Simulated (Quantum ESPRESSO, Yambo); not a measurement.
# TiO2 (Rutile): G0W0 on several meshes in Yambo, part 2 of 2

How does the mesh move the gap of TiO2 (Rutile)?

Quantum ESPRESSO 7.5 and Yambo 5.3.0; PBE and many-body steps on it, plane waves. Known limits of the many-body steps: not at the basis limit; coarse k mesh.

So far. Step 4 (4×4×6): The gap on the mesh goes from 1.92 eV to 3.37 eV, a correction of +1.45 eV. Step 5 (Empty states on the mesh, 2×2×4 mesh, 130 bands): On this mesh the gap is 1.917 eV.

## Step 6: Conversion and set-up

This step: Yambo 5.3.0; conversion and set-up on PBE, plane waves, norm-conserving pseudopotentials.

On the command line:

```bash
> (cd o/x.save; p2y > p2y.log; mv SAVE ../..); yambo > setup.log
```

The program printed:

```text
 Yambo, version 5.3.0

 [02] CORE Variables Setup
 =========================

  [02.01] Unit cells
  ==================

  Cell kind             :  Unknown
  Atoms in the cell     :  Ti  O
  number of Ti atoms    :  2
  number of O  atoms    :   4

  List of atomic masses
  Mass of Ti    :  47.86700
  Mass of O     :  15.99900

  List of atomic coordinates    : [cc]
  Ti1       :  0.000000  0.000000  0.000000  order 1
  Ti2       :  4.339000  4.339000  2.794338  order 2
  O1       :  2.646443  2.646443  0.000000  order 3
  O2       :  1.692557  6.985443  2.794338  order 4
[...]
==========================================

 IBZ Q-points                                      :   9
 BZ  Q-points                                      :  16

 K/Q-points units:
 rlu = crystal or reduced units; cc = cartesian coordinates; iku = interal k-units

 Q [1]          [rlu]:  0.000000  0.000000  0.000000
 Q [2]          [rlu]:  0.000000  0.000000  0.250000
 Q [3]          [rlu]:  0.000000  0.000000 -0.500000
[...]
Q [8]          [rlu]: -0.500000 -0.500000  0.250000
 Q [9]          [rlu]: -0.500000 -0.500000 -0.500000

  [03.01] X indexes
  =================

   [03.01.01] Sigma indexes
   ========================

 [06] Game Over & Game summary
```

Wall time 1.9 s (1 MPI rank of Arm Neoverse V2, shared host); peak memory 0.24 GiB.

## Step 7: 2×2×4

This step: G0W0 on PBE, plane waves, norm-conserving pseudopotentials.

File gw11.in:

```
HF_and_locXC
gw0
dyson
ppa
em1d
rim_cut
RandQpts= 1000000
RandGvec= 1 RL
EXXRLvcs= 76 Ry
VXCRLvcs= 304 Ry
Chimod= "HARTREE"
% BndsRnXp
 1 | 130 |
%
NGsBlkXp= 10 Ry
% LongDrXp
 1 | 1 | 1 |
%
% GbndRnge
 1 | 130 |
%
DysSolver= "n"
ExtendOut
PPAPntXp= 27.21138 eV
% QPkrange
 1 | 1 | 23 | 26 |
%
```

On the command line:

```bash
> OMP_NUM_THREADS=1 mpirun -n 4 yambo -F gw11.in -J gw11 -C gw11 > gw11.log
```

The program printed:

```text
 Yambo, version 5.3.0

 [02] CORE Variables Setup
 =========================

  [... cell, symmetries and grids as in the set-up ...]

  [02.05] Energies & Occupations
  ==============================

  [X] === General ===
  [X] Electronic Temperature                        :  0.000000  0.000000 [eV K]
  [X] Bosonic    Temperature                        :  0.000000  0.000000 [eV K]
  [X] Finite Temperature mode                       : no
  [X] El. density                                   :  0.76964E+24 [cm-3]
  [X] Fermi Level                                   :  9.160422 [eV]

  [X] === Gaps and Widths ===
  [X] Conduction Band Min                           :  1.916629 [eV]
  [X] Valence Band Max                              :  0.000000 [eV]
  [X] Filled Bands                                  :  24
  [X] Empty Bands                                   :   25  130
  [X] Direct Gap                                    :  1.916629 [eV]
  [X] Direct Gap localized at k                     :  1
  [X] Indirect Gap                                  :  1.916629 [eV]
  [X] Indirect Gap between kpts                     :  1  1
  [X] Last valence band width                       :  1.423417 [eV]
  [X] 1st conduction band width                     :  1.090840 [eV]

 [03] Transferred momenta grid and indexing
 ==========================================

 IBZ Q-points                                      :   9
 BZ  Q-points                                      :  16

 K/Q-points units:
 rlu = crystal or reduced units; cc = cartesian coordinates; iku = interal k-units

 Q [1]          [rlu]:  0.000000  0.000000  0.000000
 Q [2]          [rlu]:  0.000000  0.000000  0.250000
 Q [3]          [rlu]:  0.000000  0.000000 -0.500000
[...]
================================================

 [VXC] Plane waves :   37691
 [EXS] Plane waves :   4695

 QP @ state[ 1 ] K range:  1  1
 QP @ state[ 1 ] b range:  23  26

 [xc] Functional : Perdew, Burke & Ernzerhof(X)+Perdew, Burke & Ernzerhof(C)
 [xc] LIBXC used to calculate xc functional
  PP Number of Atomic Species                      :  2
  NLCC RL compoments                               :   37691
  PP Number of Atomic Species                      :  2
  NLCC RL compoments                               :   37691

 [xc] E_xc :  -28.61109 [Ha]
      E_xc :  -57.22218 [Ry]

  Local XC kind (lXC) : Perdew, Burke & Ernzerhof(X)+Perdew, Burke & Ernzerhof(C)
  Non-Local XC kind (nlXC) : Hartree-Fock

  Corrections @ K [1] :  [eV]
 <23|nlXC|23> = -25.03706 -0.63240E-17 <23|lXC|23> = -20.67984 -0.11329E-14
 <24|nlXC|24> = -24.84112 -0.61058E-17 <24|lXC|24> = -20.45461 -0.37763E-15
 <25|nlXC|25> = -11.96753 -0.29438E-17 <25|lXC|25> = -20.14105 -0.75527E-15
 <26|nlXC|26> = -11.95847  0.12410E-17 <26|lXC|26> = -19.76987  0.000000

 [08] Dyson equation: Newton solver
 ==================================

  [08.01] G0W0 (W PPA)
  ====================

  [  GW  ] Bands range     :    1  130
  [GW/PPA] G damping       :  0.100000 [eV]

  QP @ state[ 1 ] K range:  1  1
  QP @ state[ 1 ] b range:  23  26

   Sc/G bands                                       :    1  130
   Sc/G damping                                     :  0.100000 ev
   Sc bands terminator                              : no
   Sx RL components                                 :   4695

   QP @ state[ 1 ] K range                          :  1  1
   QP @ state[ 1 ] b range                          :  23  26
   GF energies kind                                 : Perdew, Burke & Ernzerhof(X)+Perdew, Burke & Ernzerhof(C)
   GF WF`s kind                                     : Perdew, Burke & Ernzerhof(X)+Perdew, Burke & Ernzerhof(C)
   Xs energies kind                                 : Perdew, Burke & Ernzerhof(X)+Perdew, Burke & Ernzerhof(C)
   Xs WF`s kind                                     : Perdew, Burke & Ernzerhof(X)+Perdew, Burke & Ernzerhof(C)

 [11] Game Over & Game summary
```

Elapsed: 30 s, on 4 MPI ranks; peak memory 1.8 GiB.

This step gave:

* G0W0 gap on the points computed: 3.325 eV
* starting gap on the mesh: 1.917 eV
* k of the valence top: 0, 0, 0
* k of the conduction bottom: 0, 0, 0
* least direct G0W0 gap on the computed points: 3.325 eV
* Z at the valence top: 0.7620
* Z at the conduction bottom: 0.7721

Against G0W0 in Yambo (4×4×6 mesh, 130 bands, screening to 136.1 eV, Godby-Needs plasmon pole), the gap moves by −0.045 eV.

## Step 8: The runs together

Times are wall times on 4 MPI ranks of Arm Neoverse V2, shared host, good to a factor of about two.

```csv
run,mesh,bands,screening cutoff (eV),DFT gap (eV),gap on the mesh (eV),direct (eV),time
4×4×6,4×4×6,130,136.1,1.917,3.371,3.371,7.3 min
2×2×4,2×2×4,130,136.1,1.917,3.325,3.325,30 s
```

## Step 9: Outcome

```
4×4×6        : 3.371 eV
2×2×4        : 3.325 eV
known limits : not at the basis limit; coarse k mesh
```

2×2×4: −0.045 eV against 4×4×6. Bands and cutoff are finite, so the gap is not at the basis limit. The miss can reach some tenths of an eV and take either sign; the mesh is an error of its own. In the G0W0 runs levels were corrected at 1 k point alone, so a gap called «on the mesh» is the least over those, and an edge elsewhere would be missed.

[Paths, hosts, dates, memory and timing lines, banners, echoed tables and standing remarks are left out of the program output.]

[Logs are printed without paths, hosts, clocks, repeated set-up lines and the standing remarks that a program may print on its own settings, such as how far it seeks lower states.]

[Runs of the session that timed out or met a known fault of the program may be left out.]

[Hosts, paths, dates, database ids (printed as entryN), source tags and the programs' standing remarks are cut or masked in the printed files.]
